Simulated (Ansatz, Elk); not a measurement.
# How far do independent atoms describe Re3P2N2?

Structure refinements treat a crystal as free atoms side by side. For a made-up structure of Re3P2N2 (cell and positions from a PBEsol relaxation) the runs below show what the calculated density changes in F(hkl).

Program: Elk 11.2.3 (patched build). Level of theory: DFT, PBE, all-electron APW+lo, Dirac cores, scalar-relativistic bands, static density, no spin. Results are calculated unless marked as measured.

The structure was built from a prototype and need not be the compound's stable phase.

## (1) Starting point

The structure is monoclinic, space group C2/m (No. 12). The conventional cell has a = 12.097 Å, b = 2.908 Å, c = 5.846 Å, α = 90.00°, β = 116.50°, γ = 90.00°. Nearest to Re lie 2 N at 2.05 Å and 4 P at 2.41 Å. Re has 3 N at 2.06 to 2.07 Å and 3 P at 2.45 to 2.52 Å nearest. Nearest to P lie 5 Re at 2.41 to 2.52 Å. Nearest to N lie 4 Re at 2.05 to 2.07 Å. Farther neighbours and most contacts between anions are not listed.

Structure file:

```cif
data_structure
_symmetry_space_group_name_H-M 'C2/m'
_symmetry_Int_Tables_number 12
_cell_length_a 12.0966
_cell_length_b 2.9081
_cell_length_c 5.8456
_cell_angle_alpha 90.000
_cell_angle_beta 116.498
_cell_angle_gamma 90.000
_cell_volume 184.03
loop_
_atom_site_label
_atom_site_type_symbol
_atom_site_symmetry_multiplicity
_atom_site_Wyckoff_symbol
_atom_site_fract_x
_atom_site_fract_y
_atom_site_fract_z
_atom_site_occupancy
Re1 Re 2 a 0.00000 0.00000 0.00000 1
Re2 Re 4 i 0.76876 0.50000 0.19890 1
P1 P 4 i 0.86181 0.50000 0.66635 1
N1 N 4 i 0.61999 0.50000 0.83846 1
```

## (2) Ground state and structure factors

An all-electron density is needed, since X-rays see the cores too. Task 0 finds the density and task 195 Fourier-transforms it; tshift is off so that phases refer to the origin typed.

Contents of elk.in:

```
tasks
  0
  195

xctype
  20

spinpol
  .false.

rgkmax
  7.0

gmaxvr
  14.0

lmaxo
  7

lmaxapw
  8

swidth
  0.002

tshift
  .false.

ramdisk
  .false.

hmaxvr
  5.5

maxscl
  120

epspot
  1e-06

sppath
  './'

avec
  11.82041784334 -2.74772616126 -0.52620193738
  11.82041784334 2.74772616126 -0.52620193738
  -5.12207821118 -0.00000000000 9.78739539826

atoms
  3
  'Re.in'
  3
  0.0000000000 0.0000000000 0.0000000000   0.000000 0.000000 0.000000
  0.7312403757 0.7312403757 0.6613804631   0.000000 0.000000 0.000000
  0.2687596243 0.2687596243 0.3386195369   0.000000 0.000000 0.000000
  'P.in'
  2
  0.6381897032 0.6381897032 0.9427305659   0.000000 0.000000 0.000000
  0.3618102968 0.3618102968 0.0572694341   0.000000 0.000000 0.000000
  'N.in'
  2
  0.8800064106 0.8800064106 0.5984720613   0.000000 0.000000 0.000000
  0.1199935894 0.1199935894 0.4015279387   0.000000 0.000000 0.000000

ngridk
  8 8 5
```

The run is started by

```
$ OMP_NUM_THREADS=4 elk
```

Numbers of over 12 decimals in the logs are rounded to 6 here.

What it wrote:

```text
┌─────────────────────────┐
│ Elk code version 11.2.3 │
└─────────────────────────┘

All units are atomic (Hartree, Bohr, etc.)

┌─────────────────────────────────────────────────┐
│ Ground-state run starting from atomic densities │
└─────────────────────────────────────────────────┘

Lattice vectors :
   11.82041784      -2.747726161     -0.5262019374
   11.82041784       2.747726161     -0.5262019374
  -5.122078211      -0.000000000       9.787395398

Reciprocal lattice vectors :
  0.2721162585      -1.143342702      0.1424077297
  0.2721162585       1.143342702      0.1424077297
  0.2925969506E-01  0.2611032346E-17  0.6572796430

Unit cell volume      :    620.9633378
Brillouin zone volume :   0.3994603197

Muffin-tin inner radius fraction :   0.1000000000E-01

Nuclei treated as point charges

Species : 1 (Re)
 parameters loaded from : Re.in
 name : rhenium
 nuclear charge    :   -75.00000000
 electronic charge :    75.00000000
 atomic mass :    339434.5964
 muffin-tin radius :    2.204264038
 number of radial points in muffin-tin :   1393
 inner part over the whole radius :   0.9984693960E-02
 number on inner part of muffin-tin    :    994
 approximate nuclear radius :   0.1014829593E-03
 number of mesh points to nuclear radius :    528
 atomic positions (lattice), magnetic fields (Cartesian) :
  1 :   0.00000000  0.00000000  0.00000000    0.00000000  0.00000000  0.00000000
  2 :  -0.26875962 -0.26875962 -0.33861954    0.00000000  0.00000000  0.00000000
  3 :   0.26875962  0.26875962  0.33861954    0.00000000  0.00000000  0.00000000

Species : 2 (P)
 parameters loaded from : P.in
 name : phosphorus
 nuclear charge    :   -15.00000000
 electronic charge :    15.00000000
 atomic mass :    56461.71230
 muffin-tin radius :    2.200000000
 number of radial points in muffin-tin :    793
 inner part over the whole radius :   0.9987340520E-02
 number on inner part of muffin-tin    :    554
 approximate nuclear radius :   0.6081821256E-04
 number of mesh points to nuclear radius :    248
 atomic positions (lattice), magnetic fields (Cartesian) :
  1 :  -0.36181030 -0.36181030 -0.05726943    0.00000000  0.00000000  0.00000000
  2 :   0.36181030  0.36181030  0.05726943    0.00000000  0.00000000  0.00000000

Species : 3 (N)
 parameters loaded from : N.in
 name : nitrogen
 nuclear charge    :   -7.000000000
 electronic charge :    7.000000000
 atomic mass :    25532.65216
 muffin-tin radius :    1.628537909
 number of radial points in muffin-tin :    593
 inner part over the whole radius :   0.9987163014E-02
 number on inner part of muffin-tin    :    406
 approximate nuclear radius :   0.4939692610E-04
 number of mesh points to nuclear radius :    171
 atomic positions (lattice), magnetic fields (Cartesian) :
  1 :  -0.11999359 -0.11999359 -0.40152794    0.00000000  0.00000000  0.00000000
  2 :   0.11999359  0.11999359  0.40152794    0.00000000  0.00000000  0.00000000

Total number of atoms per unit cell :    7
Total muffin-tin volume :    259.9743689
 ratio of muffin-tin to unit cell volume :   0.4186629920

Spin treatment :
 spin-unpolarised

Number of Bravais lattice symmetries :    4
Number of crystal symmetries         :    4
Crystal has inversion symmetry
Real symmetric eigensolver will be used

k-point grid :      8     8     5
k-point offset :    0.000000000       0.000000000       0.000000000
k-point set is reduced with full crystal symmetry group
Total number of k-points :       93

Muffin-tin radius times maximum |G+k| :    7.000000000
 using average radius
Maximum |G+k| for APW functions       :    3.433808935
Maximum (1/2)|G+k|²                   :    5.895521900
Maximum |G| for potential and density :    14.00000000
Constant for pseudocharge density :    8
 order of it for each species :   15  15  15
 order of it for pair densities of each species (exact exchange by exxq0 0: 16) :   11  11   5
Radial integration step length :    1

G-vector grid sizes :     56    56    50
Number of G-vectors :    28801

[...]
exchange                    :     -1044.0037113750
 correlation                 :     -15.475838791976
 electron entropic           :    -0.91071943931914E-03
 total energy                :     -50950.816031178

Density of states at Fermi energy :    69.36789880
 (states/Hartree/unit cell)

Estimated indirect band gap :   0.3983299163E-03
 from k-point 12 to k-point 38
Estimated direct band gap   :   0.5798717991E-02
 at k-point 31

Charges :
 core                        :    162.0000000
 valence                     :    107.0000000
 interstitial                :    13.55410873
 muffin-tins (core leakage)
  species : 1 (Re)
[...]
species : 2 (P)
[...]
species : 3 (N)
[...]
total in muffin-tins        :    255.4458913
 total calculated charge     :    268.9955408
 total charge                :    269.0000000
 error                       :   0.4459238054E-02

RMS change in Kohn-Sham potential (target) :    1.024494502     (  0.1000000000E-05)
Absolute change in total energy (target)   :   0.9739886584     (  0.1000000000E-03)

[... loops 3 to 16 left out ...]

┌──────────────────┐
│ Loop number : 17 │
└──────────────────┘

Energies :
 Fermi                       :     0.457586
 sum of occupied eigenvalues :     -31151.213956309
 electron kinetic            :      57515.280160737
 core electron kinetic       :      55394.576832826
 Coulomb                     :     -107403.01123169
 Coulomb potential           :     -87280.514000205
 nuclear-nuclear             :     -4178.4751877790
 electron-nuclear            :     -119247.55883937
 Hartree                     :      16023.022795459
 Madelung                    :     -63762.754231588
 xc potential                :     -1385.9801168423
 exchange                    :     -1044.5223222866
 correlation                 :     -15.497219711513
 electron entropic           :    -0.81755904021756E-03
 total energy                :     -50947.751430510

Density of states at Fermi energy :    62.01319696
 (states/Hartree/unit cell)

Estimated indirect band gap :   0.1073624757E-03
 from k-point 65 to k-point 18
Estimated direct band gap   :   0.3978172970E-02
 at k-point 31

Charges :
 core                        :    162.0000000
 valence                     :    107.0000000
 interstitial                :    13.46793466
 muffin-tins (core leakage)
  species : 1 (Re)
[...]
species : 2 (P)
[...]
species : 3 (N)
[...]
total in muffin-tins        :    255.5320653
 total calculated charge     :    268.9960139
 total charge                :    269.0000000
 error                       :   0.3986133169E-02

RMS change in Kohn-Sham potential (target) :   0.5367229584E-06 (  0.1000000000E-05)
Absolute change in total energy (target)   :   0.3726034629E-04 (  0.1000000000E-03)

Convergence targets achieved

┌──────────────────┐
│ Loop number : 18 │
└──────────────────┘

Energies :
 Fermi                       :     0.457587
 sum of occupied eigenvalues :     -31151.213954162
 electron kinetic            :      57515.280163130
 core electron kinetic       :      55394.576828043
 Coulomb                     :     -107403.01123751
 Coulomb potential           :     -87280.513978914
 nuclear-nuclear             :     -4178.4751877790
 electron-nuclear            :     -119247.55887195
 Hartree                     :      16023.022822216
 Madelung                    :     -63762.754248053
 xc potential                :     -1385.9801383788
 exchange                    :     -1044.5223225939
 correlation                 :     -15.497219732383
 electron entropic           :    -0.81755918258498E-03
 total energy                :     -50947.751434265

Density of states at Fermi energy :    62.01321169
 (states/Hartree/unit cell)

Estimated indirect band gap :   0.1073657051E-03
 from k-point 65 to k-point 18
Estimated direct band gap   :   0.3978170864E-02
 at k-point 31

Charges :
 core                        :    162.0000000
 valence                     :    107.0000000
 interstitial                :    13.46793450
 muffin-tins (core leakage)
  species : 1 (Re)
[...]
species : 2 (P)
[...]
atom 2                    :    13.53577003     (  0.3157968569E-03)
  species : 3 (N)
   atom 1                    :    6.043530026     (  0.8978874919E-06)
   atom 2                    :    6.043530026     (  0.8978874919E-06)
 total in muffin-tins        :    255.5320655
 total calculated charge     :    268.9960139
 total charge                :    269.0000000
 error                       :   0.3986134667E-02

┌──────────────────────────────┐
│ Self-consistent loop stopped │
└──────────────────────────────┘

Warning : core states of species 2 leak from the muffin-tin :   0.3157968569E-03

Wrote STATE.OUT
```

The job ended after 3.2 min (4 threads of Arm Neoverse V2, shared host; peak memory 0.33 GiB).

SFACRHO.OUT:

```text

h k l indices transformed by vhmat matrix:
   1.000000000       0.000000000       0.000000000    
   0.000000000       1.000000000       0.000000000    
   0.000000000       0.000000000       1.000000000    

      h      k      l  multipl.   |H|            Re(F)            Im(F)           |F|

      0      0      0      1   0.0000000       269.00000      0.24113602E-16   269.00000    
      1      1      0      2  0.61425473      -71.053199      0.87253174E-13   71.053199    
     -1     -1      1      2  0.63555218       109.49114      0.21543994E-13   109.49114    
      0      0     -1      2  0.65793059       10.564734     -0.48473986E-14   10.564734    
     -2     -2      1      2   1.0628256       46.948922     -0.28545792E-13   46.948922    
      1      1      1      2   1.1029218       157.39904     -0.30700191E-13   157.39904    
     -1     -1      2      2   1.1385471       122.25711      0.57899483E-13   122.25711    
      1      0      0      4   1.1838749       42.905922     -0.80789976E-15   42.905922    
      2      2      0      2   1.2285095       149.06057     -0.12145426E-12   149.06057    
      2      2     -2      2   1.2711044      -53.439273      0.13949736E-12   53.439273    
      0      1     -1      4   1.2772255       170.36361     -0.38240589E-13   170.36361    
      0      0      2      2   1.3158612       26.369842     -0.10771997E-14   26.369842    
      1      2     -1      4   1.4070067      -31.128933      0.91158023E-13   31.128933    
      1      0      1      4   1.4274312      -61.491356      0.24169668E-13   61.491356    
     -1     -2      0      4   1.4683928       115.88000      0.46319586E-13   115.88000    
     -3     -3      1      2   1.6155147       53.057545     -0.44165187E-13   53.057545    
      1      2     -2      4   1.6336778       153.20883     -0.80655326E-13   153.20883    
      3      3     -2      2   1.6400429       194.03472     -0.22782773E-12   194.03472
```

Elk indexes on the primitive cell of elk.in and gives |H| = 4π sin θ/λ in inverse bohr. Below, one row stands for each form hkl of the conventional cell (m members, Friedel mates merged), F is for one primitive cell and the density is static (no thermal factor). Free-atom factors are Waasmaier and Kirfel's, and R is Σm||F|−|F'||/Σm|F|.

```
   hkl  m  sin θ/λ (Å⁻¹)  abs F, DFT  neutral atoms   diff.
   200  2          0.092      71.053         71.034  +0.019
   001  2          0.096     109.491        109.322  +0.169
2 0 -1  2          0.099      10.565         10.514  +0.051
   201  2          0.160      46.949         46.757  +0.192
4 0 -1  2          0.166     157.399        157.617  -0.218
2 0 -2  2          0.171     122.257        122.787  -0.530
   110  4          0.178      42.906         42.827  +0.079
   400  2          0.185     149.061        149.599  -0.538
   002  2          0.191      53.439         53.133  +0.307
1 1 -1  4          0.192     170.364        170.756  -0.392
4 0 -2  2          0.198      26.370         26.053  +0.317
   111  4          0.212      31.129         31.638  -0.509
3 1 -1  4          0.215      61.491         61.047  +0.444
   310  4          0.221     115.880        116.225  -0.345
```

## (3) The highest occupied states alone

An energy window below the Fermi level keeps the highest occupied states, to see at which angles they scatter; shallow core shells can lie inside it and anion s states outside. No new self-consistency is needed.

Changes to elk.in since step 2:

```diff
@@ -1,3 +1,2 @@
 tasks
-  0
   195
@@ -40,2 +39,5 @@
 
+wsfac
+  -0.093650 0.757590
+
 sppath
```

The run is started by

```
$ OMP_NUM_THREADS=4 elk
```

What it wrote:

```text
┌─────────────────────────────────┐
│ Elk code version 11.2.3 started │
└─────────────────────────────────┘

Info(readinput): the functional depends on the density's gradient
 muffin-tin radial points multiplied by    2.00000
 (not where nrmtscf is given)

┌────────────────────┐
│ Current task : 195 │
└────────────────────┘
Info(checkmt): changed muffin-tin radius of species 1 (Re) from   2.8000 to   2.2043
Info(checkmt): changed muffin-tin radius of species 3 (N) from   1.8000 to   1.6285

Info(sfacrho): density structure factors written to SFACRHO.OUT

 Energy window :  -0.9365000000E-01  0.7575900000

┌──────────────────┐
│ Elk code stopped │
└──────────────────┘
```

Wall time 15 s (4 threads); peak memory 0.19 GiB; 24 s of CPU time.

States within 15 eV below the Fermi level hold 37.00 electrons; any levels below the window count with the cores. Their amplitudes can exceed the total, where window and core parts have opposite phase:

```
   hkl  sin θ/λ (Å⁻¹)  abs F, window  abs F, all
   200          0.092          4.758      71.053
   001          0.096          6.820     109.491
2 0 -1          0.099          1.762      10.565
   201          0.160          3.533      46.949
4 0 -1          0.166          3.148     157.399
2 0 -2          0.171          1.512     122.257
   110          0.178          2.612      42.906
   400          0.185          1.448     149.061
   002          0.191          4.469      53.439
1 1 -1          0.192          2.756     170.364
```

## (4) Another functional

The difference from free atoms is small, so it is set against the change that LDA (Perdew-Wang) makes.

Changes to elk.in since step 3:

```diff
@@ -1,2 +1,3 @@
 tasks
+  0
   195
@@ -4,3 +5,3 @@
 xctype
-  20
+  3
 
@@ -39,5 +40,2 @@
 
-wsfac
-  -0.093650 0.757590
-
 sppath
```

The run is started by

```
$ OMP_NUM_THREADS=4 elk
```

What it wrote:

```text
┌─────────────────────────┐
│ Elk code version 11.2.3 │
└─────────────────────────┘

All units are atomic (Hartree, Bohr, etc.)

┌─────────────────────────────────────────────────┐
│ Ground-state run starting from atomic densities │
└─────────────────────────────────────────────────┘

Lattice vectors :
   11.82041784      -2.747726161     -0.5262019374
   11.82041784       2.747726161     -0.5262019374
  -5.122078211      -0.000000000       9.787395398

Reciprocal lattice vectors :
  0.2721162585      -1.143342702      0.1424077297
[...]
species : 1 (Re)
[...]
species : 2 (P)
[...]
species : 3 (N)
   atom 1                    :    6.021443159     ( -0.3056814839E-05)
   atom 2                    :    6.021443159     ( -0.3056814839E-05)
 total in muffin-tins        :    255.5430874
 total calculated charge     :    268.9960275
 total charge                :    269.0000000
 error                       :   0.3972500353E-02

┌──────────────────────────────┐
│ Self-consistent loop stopped │
└──────────────────────────────┘

Warning : core states of species 2 leak from the muffin-tin :   0.3150488727E-03

Wrote STATE.OUT
[key lines of the parts left out:]
total energy                :     -50916.016271505
```

The job ended after 2.2 min (4 threads; peak memory 0.23 GiB; 8.5 min of CPU time).

Against the first run R = 0.02 %; the largest change is +0.054 at 2 0 -2.

## (5) Basis size

The basis and the expansions that go with it are enlarged, to see whether the differences are converged.

Changes to elk.in since step 4:

```diff
@@ -5,3 +5,3 @@
 xctype
-  3
+  20
 
@@ -11,12 +11,12 @@
 rgkmax
-  7.0
+  8.5
 
 gmaxvr
-  14.0
+  18.0
 
 lmaxo
-  7
+  9
 
 lmaxapw
-  8
+  10
```

The run is started by

```
$ OMP_NUM_THREADS=4 elk
```

What it wrote:

```text
┌─────────────────────────┐
│ Elk code version 11.2.3 │
└─────────────────────────┘

All units are atomic (Hartree, Bohr, etc.)

┌─────────────────────────────────────────────────┐
│ Ground-state run starting from atomic densities │
└─────────────────────────────────────────────────┘

Lattice vectors :
   11.82041784      -2.747726161     -0.5262019374
   11.82041784       2.747726161     -0.5262019374
  -5.122078211      -0.000000000       9.787395398

Reciprocal lattice vectors :
  0.2721162585      -1.143342702      0.1424077297
[...]
species : 1 (Re)
[...]
species : 2 (P)
[...]
species : 3 (N)
   atom 1                    :    6.054904584     (  0.8995154368E-06)
   atom 2                    :    6.054904584     (  0.8995154368E-06)
 total in muffin-tins        :    255.5940968
 total calculated charge     :    268.9995802
 total charge                :    269.0000000
 error                       :   0.4198362649E-03

┌──────────────────────────────┐
│ Self-consistent loop stopped │
└──────────────────────────────┘

Warning : core states of species 2 leak from the muffin-tin :   0.3158632173E-03

Wrote STATE.OUT
[key lines of the parts left out:]
total energy                :     -50947.789666012
```

Wall time 10 min (4 threads); peak memory 0.6 GiB; 38 min of CPU time.

Against the first run R = 0.01 %; the largest change is -0.026 at 2 2 -3.

## (6) Settings against the effect

```
                              run  R against the first run (%)  R against neutral atoms, low angle (%)  wall time
                    PBE, rgkmax 7                         0.00                                    0.39    3.2 min
                LDA (Perdew-Wang)                         0.02                                    0.37    2.2 min
rgkmax 8.5 with larger expansions                         0.01                                    0.39     10 min
```

## (7) Outcome

| Item | Value |
| --- | --- |
| R against neutral atoms, sin θ/λ < 0.3 Å⁻¹ | 0.39 % |
| R against neutral atoms, 0.3 to 0.54 Å⁻¹ | 0.16 % |

In words: Independent neutral atoms miss the calculated amplitudes by R = 0.39 % below 0.3 Å⁻¹ and 0.16 % from there to 0.54 Å⁻¹; by shells, 0.13 % below 0.15 Å⁻¹ (3 forms), 0.40 % 0.15 to 0.3 (27 forms), 0.17 % 0.3 to 0.45 (63 forms), 0.15 % above 0.45 (56 forms). Bonding, aspherical density and the tables' own atoms all enter these figures, and the runs don't part them. The largest change of an amplitude is -0.92 electrons, at 2 0 -3. The window's part falls from 37.0 electrons at the origin to at most 0.63 between 0.45 and 0.54 Å⁻¹. Below 0.3 Å⁻¹ the changes that finished (LDA (Perdew-Wang) and rgkmax 8.5 with larger expansions) move F by R = 0.02 % at most, against the 0.39 % that separates it from free atoms. The k-mesh has no finished test. These runs have no spin, though d or f shells may be open. The electron count is odd, so without spin the run is a metal by force. Spin-orbit coupling is left out, which can matter for elements this heavy. Part of the difference isn't bonding: the tables are fits to free atoms and ions calculated by other methods than this functional. Thermal motion, anomalous dispersion and extinction are left out.

[Logs are printed without paths, hosts, clocks, repeated set-up lines and the standing remarks that a program may print on its own settings, such as how far it seeks lower states.]

[Hosts, paths, dates, database ids (printed as entryN), source tags and the programs' standing remarks are cut or masked in the printed files.]
